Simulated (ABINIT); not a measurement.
# Completion of the band sum in GW: MoS2 (P6_3/mmc)

Wanted: gap and time of MoS2 (P6_3/mmc) with truncated and completed band sums.

Main program and level: ABINIT 10.8.3; PBE and many-body steps on it, plane waves.

The database entry behind the starting cell differs from other determinations of this structure, so it need not match the best structure at room temperature.

### 1. The system as given

It takes space group P6_3/mmc (No. 194, hexagonal). Conventional cell: a = 3.169 Å, b = 3.169 Å, c = 12.324 Å, α = 90.00°, β = 90.00°, γ = 120.00°. Nearest to Mo lie 6 S at 2.41 Å. Nearest to S lie 3 Mo at 2.41 Å. Farther neighbours, and contacts between anions beyond the nearest, are not listed.

The cell and positions come from the Crystallography Open Database and are kept as given unless a step says otherwise.

### 2. Screening, 6×6×1 mesh, 46 bands, screening to 152.4 eV

This step: ABINIT 10.8.3; RPA screening on PBE, plane waves, norm-conserving pseudopotentials.

The RPA dielectric matrix is built and inverted for each q.

run.abi

```
acell 3*1.0 Angstrom
rprim 
  3.169000000004 -0.000000000001 0.000000000000
  -1.584500000001 2.744434504597 0.000000000000
  0.000000000000 0.000000000000 12.324000000000
ntypat 2
znucl 42 16
natom 6
typat 1 1 2 2 2 2
xred 
  0.333333333333 0.666666666667 0.250000000000
  0.666666666667 0.333333333333 0.750000000000
  0.333333333333 0.666666666667 0.623000000000
  0.666666666667 0.333333333333 0.123000000000
  0.333333333333 0.666666666667 0.877000000000
  0.666666666667 0.333333333333 0.377000000000
pp_dirpath "pseudos"
pseudos "Mo.upf, S.upf"
ecut 36
ngkpt 6 6 1
nshiftk 1
shiftk 0 0 0
kptopt 1
chksymbreak 0
istwfk *1
occopt 1
irdwfk 1
optdriver 3
nband 46
ecuteps 5.6
inclvkb 2
awtr 1
symchi 1
indata_prefix "in"
outdata_prefix "out"
tmpdata_prefix "tmp"
```

Started as:

```sh
> OMP_NUM_THREADS=1 mpirun -n 8 abinit run.abi > log
```

What it wrote:

```text
.Version 10.8.3 of ABINIT. v10.8.2 released Aug 2026.

 Symmetries : space group P6_3/m m c (#194); Bravais hP (primitive hexag.)
[... echo of the input left out ...]
== DATASET  1 ==================================================================
-   mpi_nproc: 8, omp_nthreads: 1 (-1 if OMP is not activated)

--- !DatasetInfo
iteration_state: {dtset: 1, }
dimensions: {natom: 6, nkpt: 7, mband: 46, nsppol: 1, nspinor: 1, nspden: 1, mpw: 7481, }
cutoff_energies: {ecut:  36.0, pawecutdg:  -1.0, }
electrons: {nelect:   5.20000000E+01, charge:   0.00000000E+00, occopt:   1.00000000E+00, tsmear:   1.00000000E-02, }

 SCREENING: Calculation of the susceptibility and dielectric matrices

 Based on a program developped by R.W. Godby, V. Olevano, G. Onida, and L. Reining.
 Incorporated in ABINIT by V. Olevano, G.-M. Rignanese, and M. Torrent.
.Using double precision arithmetic ; gwpc =  8

[... cell and pseudopotentials left out ...]
--------------------------------------------------------------------------------

 ==== K-mesh for the wavefunctions ====
 Number of points in the irreducible wedge :     7
[... list of points left out ...]
 Together with 24 symmetry operations and time-reversal symmetry
 yields    36 points in the full Brillouin Zone.

 ==== Q-mesh for the screening function ====
 Number of points in the irreducible wedge :     7
[... list of points left out ...]
 Together with 24 symmetry operations and time-reversal symmetry
 yields    36 points in the full Brillouin Zone.

 setmesh: FFT mesh size selected  =    20x   20x   90
          total number of points  =        36000

 vcoul_init : cutoff-mode = AUXILIARY_FUNCTION
 q-points for optical limit:   1
     1)      0.000010    0.000020    0.000030

- screening: taking advantage of time-reversal symmetry
- Maximum band index for partially occupied states nbvw = 26
- Remaining bands to be divided among processors   nbcw = 20
- Number of bands treated by each node ~2

 Number of electrons calculated from density =   52.0000; Expected =   52.0000
 average of density, n =  0.071892
 r_s =    1.4919
 omega_plasma =   25.8640 [eV]

 calculating chi0 at frequencies [eV] :
  1    0.000000E+00    0.000000E+00
  2    0.000000E+00    2.586399E+01

--------------------------------------------------------------------------------
  q-point number  1        q = ( 0.000000, 0.000000, 0.000000) [r.l.u.]
--------------------------------------------------------------------------------
[... chi0 elements left out ...]
 For q-point:  0.000010 0.000020 0.000030
  dielectric constant =  14.1351
  dielectric constant without local fields =  16.0598

  Average fulfillment of the sum rule on Im[epsilon] for q-point    1 :     48.28  [%]
[... wings left out ...]
  q-point number  2        q = ( 0.166667, 0.000000, 0.000000) [r.l.u.]
--------------------------------------------------------------------------------
[... chi0 elements left out ...]
  Average fulfillment of the sum rule on Im[epsilon] for q-point    2 :     51.81  [%]

 [... 5 further q-points ...]
```

Run time: 16 s. Hardware: 8 MPI ranks of Arm Neoverse V2, shared host; peak memory 1.9 GiB.

Read from the output:

| Property | Result |
| --- | --- |
| ε∞ with local fields, on this mesh | 14.14 |
| ε∞ without local fields, on this mesh | 16.06 |
| plasma frequency | 25.86 eV |
| plane waves in the screening matrix | 463 |

Local fields lower ε∞ by 12 %. On a Γ-centred mesh this coarse the value itself is usually too large, while a short band sum pulls it down.

### 3. 46 bands

The self-energy is evaluated for the states that the input lists, and the quasiparticle equation is solved.

This step: G0W0 on PBE, plane waves, norm-conserving pseudopotentials.

run.abi, as its differences from that of step 2:

```diff
@@ -27,8 +27,19 @@
 irdwfk 1
-optdriver 3
+optdriver 4
 nband 46
+gwcalctyp 0
+ecutsigx 36
+symsigma 1
+nkptgw 3
+kptgw 
+  0.0000000000 0.0000000000 0.0000000000
+  0.1666666667 0.1666666667 0.0000000000
+  0.3333333333 0.3333333333 0.0000000000
+bdgw 
+  25 28
+  25 28
+  25 28
 ecuteps 5.6
-inclvkb 2
-awtr 1
-symchi 1
+irdscr 1
+ppmodel 1
 indata_prefix "in"
```

What it wrote:

```text
.Version 10.8.3 of ABINIT. v10.8.2 released Aug 2026.

 Symmetries : space group P6_3/m m c (#194); Bravais hP (primitive hexag.)
[... echo of the input left out ...]
== DATASET  1 ==================================================================
-   mpi_nproc: 8, omp_nthreads: 1 (-1 if OMP is not activated)

--- !DatasetInfo
iteration_state: {dtset: 1, }
dimensions: {natom: 6, nkpt: 7, mband: 46, nsppol: 1, nspinor: 1, nspden: 1, mpw: 7481, }
cutoff_energies: {ecut:  36.0, pawecutdg:  -1.0, }
electrons: {nelect:   5.20000000E+01, charge:   0.00000000E+00, occopt:   1.00000000E+00, tsmear:   1.00000000E-02, }

 SIGMA: Calculation of the GW corrections

 Based on a program developped by R.W. Godby, V. Olevano, G. Onida, and L. Reining.
 Incorporated in ABINIT by V. Olevano, G.-M. Rignanese, and M. Torrent.
.Using double precision arithmetic ; gwpc =  8

[... cell and pseudopotentials left out ...]
--------------------------------------------------------------------------------

 ==== K-mesh for the wavefunctions ====
 Number of points in the irreducible wedge :     7
[... list of points left out ...]
 Together with 24 symmetry operations and time-reversal symmetry
 yields    36 points in the full Brillouin Zone.

 ==== Q-mesh for screening function ====
 Number of points in the irreducible wedge :     7
[... list of points left out ...]
 Together with 24 symmetry operations and time-reversal symmetry
 yields    36 points in the full Brillouin Zone.

 vcoul_init : cutoff-mode = AUXILIARY_FUNCTION
 q-points for optical limit:   1
     1)      0.000010    0.000020    0.000030
 setmesh: FFT mesh size selected  =    32x   32x  128
          total number of points  =       131072

 Number of electrons calculated from density =   52.0000; Expected =   52.0000
 average of density, n =  0.071892
 r_s =    1.4919
 omega_plasma =   25.8640 [eV]

 === KS Band Gaps ===
  >>>> For spin  1
   Minimum direct gap =   1.6539 [eV], located at k-point      :   0.3333  0.3333  0.0000
   Fundamental gap    =   0.8888 [eV], Top of valence bands at :   0.0000  0.0000  0.0000
                                       Bottom of conduction at :   0.1667  0.1667  0.0000
 SIGMA fundamental parameters:
 PLASMON POLE MODEL  1
 number of plane-waves for SigmaX                 7437
 number of plane-waves for SigmaC and W            463
 number of plane-waves for wavefunctions          7437
 number of bands                                    46
 number of independent spin polarizations            1
 number of spinorial components                      1
 number of k-points in IBZ                           7
 number of q-points in IBZ                           7
 number of symmetry operations                      24
 number of k-points in BZ                           36
 number of q-points in BZ                           36
 number of frequencies for dSigma/dE                 9
 frequency step for dSigma/dE [eV]                0.25
 number of omega for Sigma on real axis              0
 max omega for Sigma on real axis  [eV]           0.00
 zcut for avoiding poles [eV]                     0.10

 EPSILON^-1 parameters (SCR file):
 dimension of the eps^-1 matrix on file            463
 dimension of the eps^-1 matrix used               463
 number of plane-waves for wavefunctions          7437
 number of bands                                    46
 number of q-points in IBZ                           7
 number of frequencies                               2
 number of real frequencies                          1
 number of imag frequencies                          1

 matrix elements of self-energy operator (all in [eV])

 Perturbative Calculation

--- !SelfEnergy_ee
iteration_state: {dtset: 1, }
kpoint     : [   0.000,    0.000,    0.000, ]
spin       : 1
KS_gap     :    2.100
QP_gap     :    2.743
Delta_QP_KS:    0.644
data: !SigmaeeData |
     Band     E0 <VxcDFT>   SigX SigC(E0)      Z dSigC/dE  Sig(E)    E-E0       E
       25   7.290 -15.411 -16.658   2.470   0.771  -0.296 -14.467   0.944   8.234
       26   8.434 -16.391 -17.086   2.126   0.773  -0.293 -15.285   1.106   9.541
       27  10.534 -15.683 -11.194  -2.260   0.785  -0.274 -13.933   1.750  12.284
       28  10.534 -15.683 -11.194  -2.260   0.785  -0.274 -13.933   1.750  12.284

--- !SelfEnergy_ee
iteration_state: {dtset: 1, }
kpoint     : [   0.167,    0.167,    0.000, ]
spin       : 1
KS_gap     :    2.343
QP_gap     :    2.772
Delta_QP_KS:    0.429
data: !SigmaeeData |
     Band     E0 <VxcDFT>   SigX SigC(E0)      Z dSigC/dE  Sig(E)    E-E0       E
       25   6.952 -16.023 -17.484   2.787   0.770  -0.299 -15.002   1.021   7.973
       26   6.980 -16.154 -17.551   2.753   0.769  -0.301 -15.112   1.042   8.022
[...]
--- !SelfEnergy_ee
iteration_state: {dtset: 1, }
kpoint     : [   0.333,    0.333,    0.000, ]
spin       : 1
KS_gap     :    1.654
QP_gap     :    2.216
Delta_QP_KS:    0.562
data: !SigmaeeData |
     Band     E0 <VxcDFT>   SigX SigC(E0)      Z dSigC/dE  Sig(E)    E-E0       E
[...]
26   7.832 -16.516 -17.090   2.039   0.773  -0.294 -15.384   1.132   8.965
       27   9.486 -17.609 -13.378  -2.032   0.771  -0.297 -15.914   1.695  11.181
       28   9.486 -17.609 -13.378  -2.032   0.771  -0.297 -15.914   1.695  11.181

== END DATASET(S) ==============================================================
================================================================================

 -outvars: echo values of variables after computation  --------
           etotal      0.0000000000E+00
            nband          46
             nkpt           7
          spgroup         194
 [... the other variables as echoed above ...]

 Calculation completed.
```

Elapsed: 12 s, on 8 MPI ranks; peak memory 1.9 GiB; 97 s of CPU time.

Numbers from this step:

| Item | Value |
| --- | --- |
| G0W0 gap on the mesh | 1.253 eV |
| starting gap on the mesh | 0.8887 eV |
| k of the valence top | 0, 0, 0 |
| k of the conduction bottom | 0.1667, 0.1667, 0 |
| Z at the valence top | 0.773 |
| Z at the conduction bottom | 0.784 |
| least direct G0W0 gap on the computed points | 2.216 eV |

The gap on the mesh goes from 0.89 eV to 1.25 eV, a correction of +0.36 eV.

### 4. Screening, 6×6×1 mesh, 46 bands, screening to 152.4 eV

This step: RPA screening on PBE, plane waves, norm-conserving pseudopotentials.

run.abi, as its differences from that of step 3:

```diff
@@ -27,19 +27,10 @@
 irdwfk 1
-optdriver 4
+optdriver 3
 nband 46
-gwcalctyp 0
-ecutsigx 36
-symsigma 1
-nkptgw 3
-kptgw 
-  0.0000000000 0.0000000000 0.0000000000
-  0.1666666667 0.1666666667 0.0000000000
-  0.3333333333 0.3333333333 0.0000000000
-bdgw 
-  25 28
-  25 28
-  25 28
 ecuteps 5.6
-irdscr 1
-ppmodel 1
+inclvkb 2
+awtr 1
+symchi 1
+gwcomp 1
+gwencomp 3
 indata_prefix "in"
```

What it wrote:

```text
.Version 10.8.3 of ABINIT. v10.8.2 released Aug 2026.

 Symmetries : space group P6_3/m m c (#194); Bravais hP (primitive hexag.)
[... echo of the input left out ...]
== DATASET  1 ==================================================================
-   mpi_nproc: 8, omp_nthreads: 1 (-1 if OMP is not activated)

--- !DatasetInfo
iteration_state: {dtset: 1, }
dimensions: {natom: 6, nkpt: 7, mband: 46, nsppol: 1, nspinor: 1, nspden: 1, mpw: 7481, }
cutoff_energies: {ecut:  36.0, pawecutdg:  -1.0, }
electrons: {nelect:   5.20000000E+01, charge:   0.00000000E+00, occopt:   1.00000000E+00, tsmear:   1.00000000E-02, }

 SCREENING: Calculation of the susceptibility and dielectric matrices

 Based on a program developped by R.W. Godby, V. Olevano, G. Onida, and L. Reining.
 Incorporated in ABINIT by V. Olevano, G.-M. Rignanese, and M. Torrent.
.Using double precision arithmetic ; gwpc =  8

[... cell and pseudopotentials left out ...]
--------------------------------------------------------------------------------

 ==== K-mesh for the wavefunctions ====
 Number of points in the irreducible wedge :     7
[... list of points left out ...]
 Together with 24 symmetry operations and time-reversal symmetry
 yields    36 points in the full Brillouin Zone.

 ==== Q-mesh for the screening function ====
 Number of points in the irreducible wedge :     7
[... list of points left out ...]
 Together with 24 symmetry operations and time-reversal symmetry
 yields    36 points in the full Brillouin Zone.

 setmesh: FFT mesh size selected  =    20x   20x   90
          total number of points  =        36000

 vcoul_init : cutoff-mode = AUXILIARY_FUNCTION
 q-points for optical limit:   1
     1)      0.000010    0.000020    0.000030

- screening: taking advantage of time-reversal symmetry
- Maximum band index for partially occupied states nbvw = 26
- Remaining bands to be divided among processors   nbcw = 20
- Number of bands treated by each node ~2

 Number of electrons calculated from density =   52.0000; Expected =   52.0000
 average of density, n =  0.071892
 r_s =    1.4919
 omega_plasma =   25.8640 [eV]

 calculating chi0 at frequencies [eV] :
  1    0.000000E+00    0.000000E+00
  2    0.000000E+00    2.586399E+01

--------------------------------------------------------------------------------
  q-point number  1        q = ( 0.000000, 0.000000, 0.000000) [r.l.u.]
--------------------------------------------------------------------------------
[... chi0 elements left out ...]
 For q-point:  0.000010 0.000020 0.000030
  dielectric constant =  14.1641
  dielectric constant without local fields =  16.0598

  Average fulfillment of the sum rule on Im[epsilon] for q-point    1 :    170.84  [%]
[... wings left out ...]
  q-point number  2        q = ( 0.166667, 0.000000, 0.000000) [r.l.u.]
--------------------------------------------------------------------------------
[... chi0 elements left out ...]
  Average fulfillment of the sum rule on Im[epsilon] for q-point    2 :    172.20  [%]

 [... 5 further q-points ...]
```

The job ended after 31 s (8 MPI ranks; peak memory 2 GiB).

Numbers from this step:

```
ε∞ with local fields, on this mesh    : 14.16
ε∞ without local fields, on this mesh : 16.06
plasma frequency                      : 25.86 eV
plane waves in the screening matrix   : 463
```

### 5. 46 bands, completed

This step: G0W0 on PBE, plane waves, norm-conserving pseudopotentials.

run.abi, as its differences from that of step 4:

```diff
@@ -27,8 +27,19 @@
 irdwfk 1
-optdriver 3
+optdriver 4
 nband 46
+gwcalctyp 0
+ecutsigx 36
+symsigma 1
+nkptgw 3
+kptgw 
+  0.0000000000 0.0000000000 0.0000000000
+  0.1666666667 0.1666666667 0.0000000000
+  0.3333333333 0.3333333333 0.0000000000
+bdgw 
+  25 28
+  25 28
+  25 28
 ecuteps 5.6
-inclvkb 2
-awtr 1
-symchi 1
+irdscr 1
+ppmodel 1
 gwcomp 1
```

What it wrote:

```text
.Version 10.8.3 of ABINIT. v10.8.2 released Aug 2026.

 Symmetries : space group P6_3/m m c (#194); Bravais hP (primitive hexag.)
[... echo of the input left out ...]
== DATASET  1 ==================================================================
-   mpi_nproc: 8, omp_nthreads: 1 (-1 if OMP is not activated)

--- !DatasetInfo
iteration_state: {dtset: 1, }
dimensions: {natom: 6, nkpt: 7, mband: 46, nsppol: 1, nspinor: 1, nspden: 1, mpw: 7481, }
cutoff_energies: {ecut:  36.0, pawecutdg:  -1.0, }
electrons: {nelect:   5.20000000E+01, charge:   0.00000000E+00, occopt:   1.00000000E+00, tsmear:   1.00000000E-02, }

 SIGMA: Calculation of the GW corrections

 Based on a program developped by R.W. Godby, V. Olevano, G. Onida, and L. Reining.
 Incorporated in ABINIT by V. Olevano, G.-M. Rignanese, and M. Torrent.
.Using double precision arithmetic ; gwpc =  8

[... cell and pseudopotentials left out ...]
--------------------------------------------------------------------------------

 ==== K-mesh for the wavefunctions ====
 Number of points in the irreducible wedge :     7
[... list of points left out ...]
 Together with 24 symmetry operations and time-reversal symmetry
 yields    36 points in the full Brillouin Zone.

 ==== Q-mesh for screening function ====
 Number of points in the irreducible wedge :     7
[... list of points left out ...]
 Together with 24 symmetry operations and time-reversal symmetry
 yields    36 points in the full Brillouin Zone.

 vcoul_init : cutoff-mode = AUXILIARY_FUNCTION
 q-points for optical limit:   1
     1)      0.000010    0.000020    0.000030
 setmesh: FFT mesh size selected  =    32x   32x  128
          total number of points  =       131072

 Number of electrons calculated from density =   52.0000; Expected =   52.0000
[...]
number of plane-waves for wavefunctions          7437
 number of bands                                    46
 number of q-points in IBZ                           7
 number of frequencies                               2
 number of real frequencies                          1
 number of imag frequencies                          1

 matrix elements of self-energy operator (all in [eV])

 Perturbative Calculation

--- !SelfEnergy_ee
iteration_state: {dtset: 1, }
kpoint     : [   0.000,    0.000,    0.000, ]
spin       : 1
KS_gap     :    2.100
QP_gap     :    2.719
Delta_QP_KS:    0.620
data: !SigmaeeData |
     Band     E0 <VxcDFT>   SigX SigC(E0)      Z dSigC/dE  Sig(E)    E-E0       E
       25   7.290 -15.411 -16.658   1.690   0.789  -0.267 -15.061   0.350   7.640
       26   8.434 -16.391 -17.086   1.308   0.790  -0.266 -15.907   0.484   8.918
       27  10.534 -15.683 -11.194  -3.110   0.800  -0.250 -14.579   1.104  11.638
[...]
--- !SelfEnergy_ee
iteration_state: {dtset: 1, }
kpoint     : [   0.167,    0.167,    0.000, ]
spin       : 1
KS_gap     :    2.343
QP_gap     :    2.792
Delta_QP_KS:    0.449
data: !SigmaeeData |
     Band     E0 <VxcDFT>   SigX SigC(E0)      Z dSigC/dE  Sig(E)    E-E0       E
[...]
--- !SelfEnergy_ee
iteration_state: {dtset: 1, }
kpoint     : [   0.333,    0.333,    0.000, ]
spin       : 1
KS_gap     :    1.654
QP_gap     :    2.194
Delta_QP_KS:    0.540
data: !SigmaeeData |
     Band     E0 <VxcDFT>   SigX SigC(E0)      Z dSigC/dE  Sig(E)    E-E0       E
[...]
27   9.486 -17.609 -13.378  -2.907   0.787  -0.271 -16.567   1.042  10.528
       28   9.486 -17.609 -13.378  -2.907   0.787  -0.271 -16.567   1.042  10.528

== END DATASET(S) ==============================================================
================================================================================

 -outvars: echo values of variables after computation  --------
           etotal      0.0000000000E+00
            nband          46
             nkpt           7
          spgroup         194
 [... the other variables as echoed above ...]

 Calculation completed.
```

Elapsed: 13 s, on 8 MPI ranks; peak memory 1.9 GiB; 1.7 min of CPU time.

This step gave:

```yaml
g0w0_gap_on_the_mesh: 1.279 eV
starting_gap_on_the_mesh: 0.8887 eV
k_of_the_valence_top: 0, 0, 0
k_of_the_conduction_bottom: 0.1667, 0.1667, 0
z_at_the_valence_top: 0.79
z_at_the_conduction_bottom: 0.8
least_direct_g0w0_gap_on_the_computed_points: 2.194 eV
```

Against G0W0 in ABINIT (6×6×1 mesh, 46 bands, screening to 152.4 eV, Godby-Needs plasmon pole), the gap moves by +0.026 eV.

(Continued in part 2 of 2.)

[Long decimals in the printed logs are rounded to 6 places.]

[Logs are printed without paths, hosts, clocks, repeated set-up lines and the standing remarks that a program may print on its own settings, such as how far it seeks lower states.]

[Paths, hosts, dates, memory and timing lines, banners, echoed tables and standing remarks are left out of the program output; an Ansatz launch command may be rebuilt from the run's recorded settings. Measured values are a selection of at most five: reports struck by readers or far from the other reports are left out. None is set beside runs whose start may be inverted or whose files or cutoffs have a known fault.]

[Runs of the session that timed out or met a known fault of the program may be left out.]

[Hosts, paths, dates, database ids (printed as entryN), source tags and the programs' standing remarks are cut or masked in the printed files.]

[G0W0 gaps are taken among the corrected bands and points alone; a level outside them can change the order at an edge.]

[Where Ansatz stands beside ABINIT at settings called matched, ABINIT's density can come from a denser mesh and the files from another edition; pairs whose starting gaps differed by over 0.03 eV were left out, so agreement reads better than it is.]
